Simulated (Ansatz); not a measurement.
**The false plateau in GW convergence: Ta2O5 (P2/m)**

Wanted: the G0W0 gap of Ta2O5 (P2/m) over a grid of bands and cutoffs.

Method: G0W0 on LDA, plane waves, PAW; PAW set soft_1, in Ansatz 0.2.0.

**1. The starting structure**

The structure is monoclinic, space group P2/m (No. 10). Conventional cell: a = 3.841 Å, b = 3.863 Å, c = 6.778 Å, α = 90.00°, β = 105.57°, γ = 90.00°. Nearest to Ta lie 6 O at 1.90 to 2.21 Å. Nearest to O lie 2 Ta at 1.93 Å. Nearest to O lie 3 Ta at 1.98 to 2.21 Å. O has 2 Ta at 1.90 Å nearest. Farther neighbours and most contacts between anions are not listed.

The cell and positions are those that the Materials Project relaxed with its own functionals (PBE, PBE+U or r2SCAN), kept fixed. Spin-orbit coupling is left out unless a step names it.

**2. 77 empty bands, screening to 50 eV**

Now the one-shot GW correction: screening in the RPA, then the self-energy of the levels asked for. This step takes PAW set soft_1 files.

The input, input.yaml:

```yaml
crystal:
  lattice:
    - [3.8414080139, 0.0, 0.0]
    - [0.0, 3.86271575, 0.0]
    - [-1.8189421445, 0.0, 6.5289594201]
  atoms:
    - { symbol: Ta, position: [0.64953073, 0.0, 0.79131453] }
    - { symbol: Ta, position: [0.35046927, 0.0, 0.20868547] }
    - { symbol: O, position: [0.6621243, 0.5, 0.79832929] }
    - { symbol: O, position: [0.3378757, 0.5, 0.20167071] }
    - { symbol: O, position: [0.18976057, 0.0, 0.87062125] }
    - { symbol: O, position: [0.81023943, 0.0, 0.12937875] }
    - { symbol: O, position: [0.5, 0.0, 0.5] }
kpoints:
  mp_grid: { grid: [4, 4, 2] }
hamiltonian:
  xc: lda
  pseudopotentials: { kind: paw, azcp: { folder: soft_1 }, xc_functional: pbe }
scf:
  occupations: { method: fixed }
gw:
  n_empty_bands: 77
  ecut_chi: 50
  qp_bands: [v2, c2]
  qp_kpoints: band_edges
  screening: { model: contour_deformation }
```

Run with:

```bash
> ansatz run input.yaml --threads 2 --pin off --max-ram 92160MiB --backend cuda --events-out ev --progress --plain --runs-dir out --devices 1 --max-vram 13GiB
```

Numbers of over 12 decimals in the logs are rounded to 6 here.

The log of the run:

```text
GPUs: using 1 of 1 available (devices: 1).
Engine: ansatz 0.2.0, x86_64-unknown-linux-gnu
Pseudopotentials: kind: paw
Pseudopotential: Ta, paw, valence charge 13, recommended cutoff 420 eV (normal), soft_1/Ta.paw.azcp
Pseudopotential: O, paw, valence charge 6, recommended cutoff 420 eV (normal), soft_1/O.paw.azcp
Functional definition: SPW92
  exchange = slater_x
  correlation = pw_c
device memory: the entry about to start is reckoned to put 1.0 GiB on a device that reports 47.6 GiB free (of which the cap on the GPU budget leaves the run 13.0 GiB)
GPU FFT provider: cuFFT
GPU libraries: cuBLAS 13.8.2, cuFFT 12.4.0, cuSOLVER 12.3.4
Crystal: 7 atoms, lattice volume = 96.878 Å³
Basis set: ecut = 420 eV, 1913 PW (Γ)
Bands: 35, of which v1, the nominal top of the filled ones, is band 28 counted from 1 (27 counted from 0)
Symmetry: 4 space group operations
Space group: P2/m (ITA 10), of the structure as read, at distance tolerance 4.6e-5 Å
k-points: 18 of 32
Non-local potential: Ta, projectors of the file, l = 0: 3, l = 1: 2, l = 2: 2, l = 3: 1
Non-local potential: O, projectors of the file, l = 0: 2, l = 1: 2, l = 2: 1
PAW form: soft (Blöchl's): semilocal exchange-correlation on the pseudo side does not see the compensation charge
PAW frozen core: Ta, regenerated for the run's functional, and the local potential with it (the file was generated under x = pbe(κ = 0.804, μ = 0.219515), c = pbe(β = 0.066725))
PAW frozen core: O, regenerated for the run's functional, and the local potential with it (the file was generated under x = pbe(κ = 0.804, μ = 0.219515), c = pbe(β = 0.066725))
PAW one-centre angular grid: Ta, 590 points (default); XC on 64 Gauss nodes
PAW one-centre angular grid: O, 110 points (default); XC on 64 Gauss nodes
Initial density: superposition of atomic densities (chi_scale 0.1, normalization cell, long waves kept (reshape's long-wave potential 0.02 eV rms))
Initial wavefunctions: pseudopotential atomic-orbital guess
GPU buffer pool allocated for 34992 grid points (all kernels)
GPU transforms: local potential and band sums: pruned to the plane-wave sphere, on 25×25×45
Functional: x = slater, c = lda
SCF iter   1: F=—  HF=-22151.318964 eV  |F-HF|=—  |Δ(HF+E_count)|=         —  Δρ=6.33e-2  dr2=3.45e0  ethr=3.10e-3  ⟨swp⟩=3.7  Hψ=2229  notcnv=0  defer=64
preconditioner: auto → Resta (q_TF=auto, 2.490 Å⁻¹)  ε∞=5.2  [insulator: Δε(μ)=2.581 eV  Ē_g=11.633 eV  n_scr=26 (ndim 8)  ℏωp=23.9 eV  f_vac=0.085  ε∞_Penn≈5.2]
SCF iter   2: F=—  HF=-22150.678916 eV  |F-HF|=—  |Δ(HF+E_count)|=   6.40e-1  Δρ=3.35e-2  dr2=7.40e-1  ethr=3.10e-3  ⟨swp⟩=2.0  Hψ=1117  notcnv=0  defer=59
SCF iter   3: F=—  HF=-22150.522545 eV  |F-HF|=—  |Δ(HF+E_count)|=   1.56e-1  Δρ=1.49e-2  dr2=2.51e-1  ethr=1.32e-3  ⟨swp⟩=2.1  Hψ=902  notcnv=0  defer=83
SCF iter   4: F=—  HF=-22150.458598 eV  |F-HF|=—  |Δ(HF+E_count)|=   6.39e-2  Δρ=4.00e-3  dr2=1.91e-2  ethr=4.49e-4  ⟨swp⟩=2.1  Hψ=1001  notcnv=0  defer=90
SCF iter   5: F=—  HF=-22150.459642 eV  |F-HF|=—  |Δ(HF+E_count)|=   1.04e-3  Δρ=3.31e-3  dr2=1.00e-2  ethr=3.40e-5  ⟨swp⟩=2.0  Hψ=1052  notcnv=0  defer=90
SCF iter   6: F=—  HF=-22150.458808 eV  |F-HF|=—  |Δ(HF+E_count)|=   8.35e-4  Δρ=6.09e-4  dr2=5.58e-4  ethr=1.79e-5  ⟨swp⟩=2.0  Hψ=974  notcnv=0  defer=90
SCF iter   7: F=—  HF=-22150.459239 eV  |F-HF|=—  |Δ(HF+E_count)|=   4.31e-4  Δρ=1.27e-4  dr2=1.96e-5  ethr=9.96e-7  ⟨swp⟩=2.0  Hψ=835  notcnv=0  defer=44
SCF iter   8: F=—  HF=-22150.459270 eV  |F-HF|=—  |Δ(HF+E_count)|=   3.10e-5  Δρ=7.69e-5  dr2=4.99e-6  ethr=3.50e-8  ⟨swp⟩=2.0  Hψ=914  notcnv=0  defer=28
SCF iter   9: F=—  HF=-22150.459271 eV  |F-HF|=—  |Δ(HF+E_count)|=   8.14e-7  Δρ=5.22e-5  dr2=2.35e-6  ethr=8.92e-9  ⟨swp⟩=2.0  Hψ=951  notcnv=0  defer=28
SCF iter  10: F=—  HF=-22150.459271 eV  |F-HF|=—  |Δ(HF+E_count)|=   4.93e-8  Δρ=2.21e-5  dr2=4.26e-7  ethr=4.20e-9  ⟨swp⟩=2.0  Hψ=735  notcnv=0  defer=28
[...]
[... further progress lines ...]
device memory: the entry about to start is reckoned to put 0.4 GiB on a device that reports 37.0 GiB free (of which the cap on the GPU budget leaves the run 13.0 GiB)
NSCF: frozen V_eff on 1 k-points
device memory: the entry about to start is reckoned to put 0.4 GiB on a device that reports 37.0 GiB free (of which the cap on the GPU budget leaves the run 13.0 GiB)
NSCF: frozen V_eff on 1 k-points
SCF converged after 11 iterations
Free energy (F): -22150.459271 eV
Harris-Foulkes:  -22150.459271 eV  (|F-HF|=1.50e-8)
Internal energy: -22150.459271 eV  (E = F + TS)
E sigma→0 (E₀):  -22150.459271 eV
Fermi energy:    6.653993 eV
--- Per-component energies (eV) ---
  E_band       = -569.278123
  E_kinetic    = 1608.360761
  E_local      = -4417.567659  (includes V_loc(G=0)·N_el)
  E_nonlocal   = 264.581273
  E_hartree    = 1662.831609
  E_xc         = -982.040109
  E_vxc        = -911.709349  (∫ρ·V_xc dr)
  E_paw        = -16875.600497  (= ΣΔE_a)
  E_vpaw       = -438.608796  (= ΣTr[D̂ρ^β])
  E_aug_tail   = 0.004222  (compensation charges beyond the density's cutoff)
  E_ewald      = -3412.031471
  E_core_change = 1.002601  (= ΣΔE_core)
  E_smearing   = -0.000000  (= −TS)
  E_closure    = -0.000000  (closes the sum)
  Σ components = -22150.459271   (vs F -22150.459271, Δ=0.00e0)
--- Band table (eV; the first three rows and the last of 18) ---
  k-point 0: bands = [... 24 lower, 5.7027, 5.8061, 6.0064, 6.0231, 8.8009, 9.1958, 9.3494, 10.8723, ... 3 higher]
  k-point 1: bands = [... 24 lower, 5.7068, 5.7485, 5.8399, 5.8403, 8.7603, 9.2407, 9.3234, 10.7121, ... 3 higher]
  k-point 2: bands = [... 24 lower, 4.7095, 5.1459, 5.2377, 5.9826, 10.4151, 10.8179, 10.8907, 10.9877, ... 3 higher]
  k-point 17: bands = [... 24 lower, 4.6448, 5.9312, 6.5287, 6.6540, 9.7217, 11.5962, 12.1426, 12.7537, ... 3 higher]
--- G₀W₀: contour deformation, 6 samples at zero and on the imaginary axis and 1 off it, 32 q-points, 77 empty bands' worth ---
  eigenvalues of the whole cell's RPA ε∞ on this k-mesh (on a slab, of 1 + 4πα/V) = 4.8644, 5.0174, 7.6225; static W/v taken at q = 0 is 0.174642
  gw.qp_kpoints: band_edges: 12 of 18 stored k-points solved, in 1 pass; an edge of the gap read off the rows below is read off those points alone
    valence top: of the k-points left out ik 15 came nearest to being solved in a further pass, in band 27 (counted from 1, as in the quasiparticle table): it holds the edge there only if its correction is more favourable than any solved in that band by at least 0.573 eV; those differ by 0.168 eV
    conduction bottom: of the k-points left out ik 15 came nearest to being solved in a further pass, in band 29 (counted from 1, as in the quasiparticle table): it holds the edge there only if its correction is more favourable than any solved in that band by at least 0.922 eV; those differ by 0.122 eV
    ik  band        ε_KS         Σx   Σc(E_QP)       V_xc       Z   E_QP_lin       E_QP  E_QP is
     0    27      6.0064   -27.6995     4.9971   -22.6878  0.7510     5.9917     5.9917  root
     0    28      6.0231   -25.4893     4.7412   -20.7416  0.7357     6.0165     6.0165  root
     0    29      8.8009   -13.1697    -4.1263   -18.8464  0.7996    10.3878    10.3512  root
     0    30      9.1958   -13.3864    -4.3178   -19.3027  0.7954    10.8367    10.7943  root
     1    27      5.8399   -27.6562     4.9331   -22.7075  0.7520     5.8242     5.8242  root
     1    28      5.8403   -24.9707     4.7262   -20.1970  0.7313     5.7927     5.7927  root
     1    29      8.7603   -13.1103    -4.1114   -18.7651  0.8002    10.3396    10.3037  root
     1    30      9.2407   -13.4450    -4.3420   -19.3942  0.7948    10.8914    10.8480  root
     4    27      4.9673   -25.2256     5.2575   -19.8019  0.7268     4.8005     4.8011  root
     4    28      6.3300   -25.9531     5.0114   -20.8978  0.7370     6.2861     6.2861  root
     4    29     10.8833   -14.1466    -4.6249   -20.3976  0.7710    12.5703    12.5095  root
     4    30     12.0541   -15.6275    -4.6782   -21.9960  0.7442    13.8250    13.7444  root
     5    27      5.2907   -24.8826     5.0339   -19.7033  0.7303     5.1448     5.1453  root
     5    28      6.3085   -25.9622     4.9528   -20.9791  0.7360     6.2782     6.2782  root
[...]
16    30     11.5379   -15.0600    -4.9844   -21.8150  0.7542    13.3897    13.3084  root
    17    27      6.5287   -26.1649     5.0213   -21.1444  0.7396     6.5295     6.5295  root
    17    28      6.6540   -26.3653     5.0311   -21.3515  0.7397     6.6712     6.6712  root
    17    29      9.7217   -13.5156    -4.5843   -19.7630  0.7860    11.4387    11.3848  root
    17    30     11.5962   -15.1255    -4.9997   -21.8967  0.7529    13.4488    13.3677  root
```

Run time: 16 s. Hardware: 1 × NVIDIA H100 80GB HBM3 (shared by 6 runs) with 2 threads of AMD EPYC 7R13 (Zen 3), shared host; peak memory 1.1 GiB.

Reading the cycles: dr2 is the Hartree energy of the density residual (eV), the measure of convergence; HF is the Harris–Foulkes estimate of the energy, which meets the free energy F at convergence.

Numbers from this step:

```
bands summed                                 : 105
RPA ε∞ on this mesh (eigenvalues)            : 4.864, 5.017, 7.622
plane waves in the screening matrix          : 69
q-points in the mesh                         : 32
G0W0 gap on the mesh                         : 3.632 eV
k of the valence top                         : -0.5, -0.5, -0.5
k of the conduction bottom                   : 0, 0, -0.5
starting gap on the mesh                     : 2.106 eV
Z at the valence top                         : 0.7397
Z at the conduction bottom                   : 0.8002
least direct G0W0 gap on the computed points : 4.335 eV
```

The gap on the mesh goes from 2.11 eV to 3.63 eV, a correction of +1.53 eV. Between the two edge states, bare exchange in place of the xc potential would open the gap by 10.67 eV, and correlation takes back 9.14 eV.

**3. 404 empty bands, screening to 50 eV**

Edit input.yaml of step 2 so:

```diff
@@ -21,3 +21,3 @@
 gw:
-  n_empty_bands: 77
+  n_empty_bands: 404
   ecut_chi: 50
```

The log of the run:

```text
GPUs: using 1 of 1 available (devices: 1).
[...]
GPU FFT provider: cuFFT
GPU libraries: cuBLAS 13.8.2, cuFFT 12.4.0, cuSOLVER 12.3.4
Crystal: 7 atoms, lattice volume = 96.878 Å³
Basis set: ecut = 420 eV, 1913 PW (Γ)
Bands: 35, of which v1, the nominal top of the filled ones, is band 28 counted from 1 (27 counted from 0)
Symmetry: 4 space group operations
[...]
k-points: 18 of 32
[...]
1    30      9.2407   -13.4450    -4.7045   -19.3942  0.7941    10.5090    10.4854  root
[...]
17    27      6.5287   -26.1649     4.8066   -21.1444  0.7397     6.3140     6.3148  root
    17    28      6.6540   -26.3653     4.8152   -21.3515  0.7398     6.4546     6.4553  root
    17    29      9.7217   -13.5156    -4.9365   -19.7630  0.7851    11.0630    11.0326  root
    17    30     11.5962   -15.1255    -5.3518   -21.8967  0.7527    13.0644    13.0156  root
[key lines of the parts left out:]
SCF converged after 11 iterations
Free energy (F): -22150.459271 eV
Fermi energy:    6.653993 eV
```

It took 22 s on 1 × NVIDIA H100 80GB HBM3 (shared by 6 runs) with 2 threads; peak memory 1.5 GiB; 24 s of CPU time.

Numbers from this step:

```yaml
bands_summed: 432
rpa_eps_infinity_on_this_mesh_eigenvalues: 4.873, 5.025, 7.632
plane_waves_in_the_screening_matrix: 69
g0w0_gap_on_the_mesh: 3.491 eV
k_of_the_valence_top: -0.5, -0.5, -0.5
k_of_the_conduction_bottom: 0, 0, -0.5
starting_gap_on_the_mesh: 2.106 eV
least_direct_g0w0_gap_on_the_computed_points: 4.186 eV
```

Against the run with 4×4×2 mesh, 77 empty bands, screening to 50 eV, PAW set soft_1 files, the gap moves by −0.14 eV.

**4. 219 empty bands, screening to 100 eV**

Bands and screening cutoff are moved together, since each hides the error of the other.

Edit input.yaml of step 3 so:

```diff
@@ -21,4 +21,4 @@
 gw:
-  n_empty_bands: 404
-  ecut_chi: 50
+  n_empty_bands: 219
+  ecut_chi: 100
   qp_bands: [v2, c2]
```

The log of the run:

```text
GPUs: using 1 of 1 available (devices: 1).
[...]
GPU FFT provider: cuFFT
GPU libraries: cuBLAS 13.8.2, cuFFT 12.4.0, cuSOLVER 12.3.4
Crystal: 7 atoms, lattice volume = 96.878 Å³
Basis set: ecut = 420 eV, 1913 PW (Γ)
Bands: 35, of which v1, the nominal top of the filled ones, is band 28 counted from 1 (27 counted from 0)
Symmetry: 4 space group operations
[...]
k-points: 18 of 32
[...]
1    30      9.2407   -13.4450    -4.7043   -19.3942  0.7893    10.5099    10.4856  root
[...]
17    27      6.5287   -26.1649     4.8220   -21.1444  0.7297     6.3295     6.3302  root
    17    28      6.6540   -26.3653     4.8292   -21.3515  0.7296     6.4688     6.4694  root
    17    29      9.7217   -13.5156    -4.9232   -19.7630  0.7804    11.0777    11.0459  root
    17    30     11.5962   -15.1255    -5.3461   -21.8967  0.7449    13.0681    13.0213  root
[key lines of the parts left out:]
SCF converged after 11 iterations
Free energy (F): -22150.459271 eV
Fermi energy:    6.653993 eV
```

Wall time 18 s (1 × NVIDIA H100 80GB HBM3 (shared by 6 runs) with 2 threads); peak memory 1.3 GiB.

The G0W0 gap on the mesh is 3.483 eV.

**5. 1143 empty bands, screening to 100 eV**

Edit input.yaml of step 4 so:

```diff
@@ -21,3 +21,3 @@
 gw:
-  n_empty_bands: 219
+  n_empty_bands: 1143
   ecut_chi: 100
```

The log of the run:

```text
GPUs: using 1 of 1 available (devices: 1).
[...]
GPU FFT provider: cuFFT
GPU libraries: cuBLAS 13.8.2, cuFFT 12.4.0, cuSOLVER 12.3.4
Crystal: 7 atoms, lattice volume = 96.878 Å³
Basis set: ecut = 420 eV, 1913 PW (Γ)
Bands: 35, of which v1, the nominal top of the filled ones, is band 28 counted from 1 (27 counted from 0)
Symmetry: 4 space group operations
[...]
k-points: 18 of 32
[...]
1    30      9.2407   -13.4450    -4.8896   -19.3942  0.7888    10.3171    10.3003  root
[...]
17    27      6.5287   -26.1649     4.6658   -21.1444  0.7296     6.1718     6.1740  root
    17    28      6.6540   -26.3653     4.6714   -21.3515  0.7295     6.3095     6.3115  root
    17    29      9.7217   -13.5156    -5.1078   -19.7630  0.7799    10.8838    10.8613  root
    17    30     11.5962   -15.1255    -5.5397   -21.8967  0.7449    12.8618    12.8277  root
[key lines of the parts left out:]
SCF converged after 11 iterations
Free energy (F): -22150.459271 eV
Fermi energy:    6.653993 eV
```

Elapsed: 69 s, on 1 × NVIDIA H100 80GB HBM3 (shared by 6 runs) with 2 threads; peak memory 2.9 GiB.

The G0W0 gap on the mesh is 3.459 eV.

**6. 77 empty bands, screening to 150 eV**

Edit input.yaml of step 5 so:

```diff
@@ -21,4 +21,4 @@
 gw:
-  n_empty_bands: 1143
-  ecut_chi: 100
+  n_empty_bands: 77
+  ecut_chi: 150
   qp_bands: [v2, c2]
```

The log of the run:

```text
GPUs: using 1 of 1 available (devices: 1).
[...]
GPU FFT provider: cuFFT
GPU libraries: cuBLAS 13.8.2, cuFFT 12.4.0, cuSOLVER 12.3.4
Crystal: 7 atoms, lattice volume = 96.878 Å³
Basis set: ecut = 420 eV, 1913 PW (Γ)
Bands: 35, of which v1, the nominal top of the filled ones, is band 28 counted from 1 (27 counted from 0)
Symmetry: 4 space group operations
[...]
k-points: 18 of 32
[...]
1    30      9.2407   -13.4450    -4.2719   -19.3942  0.7895    10.9678    10.9180  root
[...]
17    27      6.5287   -26.1649     5.1636   -21.1444  0.7258     6.6714     6.6717  root
    17    28      6.6540   -26.3653     5.1732   -21.3515  0.7257     6.8129     6.8133  root
    17    29      9.7217   -13.5156    -4.5106   -19.7630  0.7809    11.5198    11.4585  root
    17    30     11.5962   -15.1255    -4.9481   -21.8967  0.7440    13.5086    13.4193  root
[key lines of the parts left out:]
SCF converged after 11 iterations
Free energy (F): -22150.459271 eV
Fermi energy:    6.653993 eV
```

It took 9.9 s on 1 × NVIDIA H100 80GB HBM3 (shared by 6 runs) with 2 threads; peak memory 1.5 GiB.

The G0W0 gap on the mesh is 3.568 eV.

**7. 404 empty bands, screening to 150 eV**

Edit input.yaml of step 6 so:

```diff
@@ -21,3 +21,3 @@
 gw:
-  n_empty_bands: 77
+  n_empty_bands: 404
   ecut_chi: 150
```

The log of the run:

```text
GPUs: using 1 of 1 available (devices: 1).
[...]
GPU FFT provider: cuFFT
GPU libraries: cuBLAS 13.8.2, cuFFT 12.4.0, cuSOLVER 12.3.4
Crystal: 7 atoms, lattice volume = 96.878 Å³
Basis set: ecut = 420 eV, 1913 PW (Γ)
Bands: 35, of which v1, the nominal top of the filled ones, is band 28 counted from 1 (27 counted from 0)
Symmetry: 4 space group operations
[...]
k-points: 18 of 32
[...]
1    30      9.2407   -13.4450    -4.8490   -19.3942  0.7872    10.3594    10.3409  root
[...]
17    27      6.5287   -26.1649     4.6368   -21.1444  0.7252     6.1423     6.1450  root
    17    28      6.6540   -26.3653     4.6407   -21.3515  0.7251     6.2784     6.2808  root
    17    29      9.7217   -13.5156    -5.0737   -19.7630  0.7786    10.9195    10.8954  root
    17    30     11.5962   -15.1255    -5.5265   -21.8967  0.7427    12.8772    12.8409  root
[key lines of the parts left out:]
SCF converged after 11 iterations
Free energy (F): -22150.459271 eV
Fermi energy:    6.653993 eV
```

It took 31 s on 1 × NVIDIA H100 80GB HBM3 (shared by 6 runs) with 2 threads; peak memory 1.7 GiB; 50 s of CPU time.

The G0W0 gap on the mesh is 3.532 eV.

**8. 717 empty bands, screening to 220 eV**

Edit input.yaml of step 7 so:

```diff
@@ -21,4 +21,4 @@
 gw:
-  n_empty_bands: 404
-  ecut_chi: 150
+  n_empty_bands: 717
+  ecut_chi: 220
   qp_bands: [v2, c2]
```

The log of the run:

```text
GPUs: using 1 of 1 available (devices: 1).
[...]
GPU FFT provider: cuFFT
GPU libraries: cuBLAS 13.8.2, cuFFT 12.4.0, cuSOLVER 12.3.4
Crystal: 7 atoms, lattice volume = 96.878 Å³
Basis set: ecut = 420 eV, 1913 PW (Γ)
Bands: 35, of which v1, the nominal top of the filled ones, is band 28 counted from 1 (27 counted from 0)
Symmetry: 4 space group operations
[...]
k-points: 18 of 32
[...]
1    30      9.2407   -13.4450    -4.9499   -19.3942  0.7862    10.2551    10.2400  root
[...]
17    27      6.5287   -26.1649     4.4849   -21.1444  0.7219     5.9877     5.9931  root
    17    28      6.6540   -26.3653     4.4858   -21.3515  0.7218     6.1208     6.1259  root
    17    29      9.7217   -13.5156    -5.1807   -19.7630  0.7776    10.8080    10.7883  root
    17    30     11.5962   -15.1255    -5.6518   -21.8967  0.7411    12.7434    12.7156  root
[key lines of the parts left out:]
SCF converged after 11 iterations
Free energy (F): -22150.459271 eV
Fermi energy:    6.653993 eV
```

Wall time 44 s (1 × NVIDIA H100 80GB HBM3 (shared by 6 runs) with 2 threads); peak memory 2.8 GiB; 76 s of CPU time.

The G0W0 gap on the mesh is 3.590 eV.

[end of part 1 of 2]

[Paths, hosts, dates, memory and timing lines, banners, echoed tables and standing remarks are left out of the program output.]

[Logs are printed without paths, hosts, clocks, repeated set-up lines and the standing remarks that a program may print on its own settings, such as how far it seeks lower states.]

[Runs of the session that timed out or met a known fault of the program may be left out.]

[Cells called generated may have been cut or substituted from an entry of the Crystallography Open Database or the Materials Project.]

[Hosts, paths, dates, database ids (printed as entryN), source tags and the programs' standing remarks are cut or masked in the printed files.]
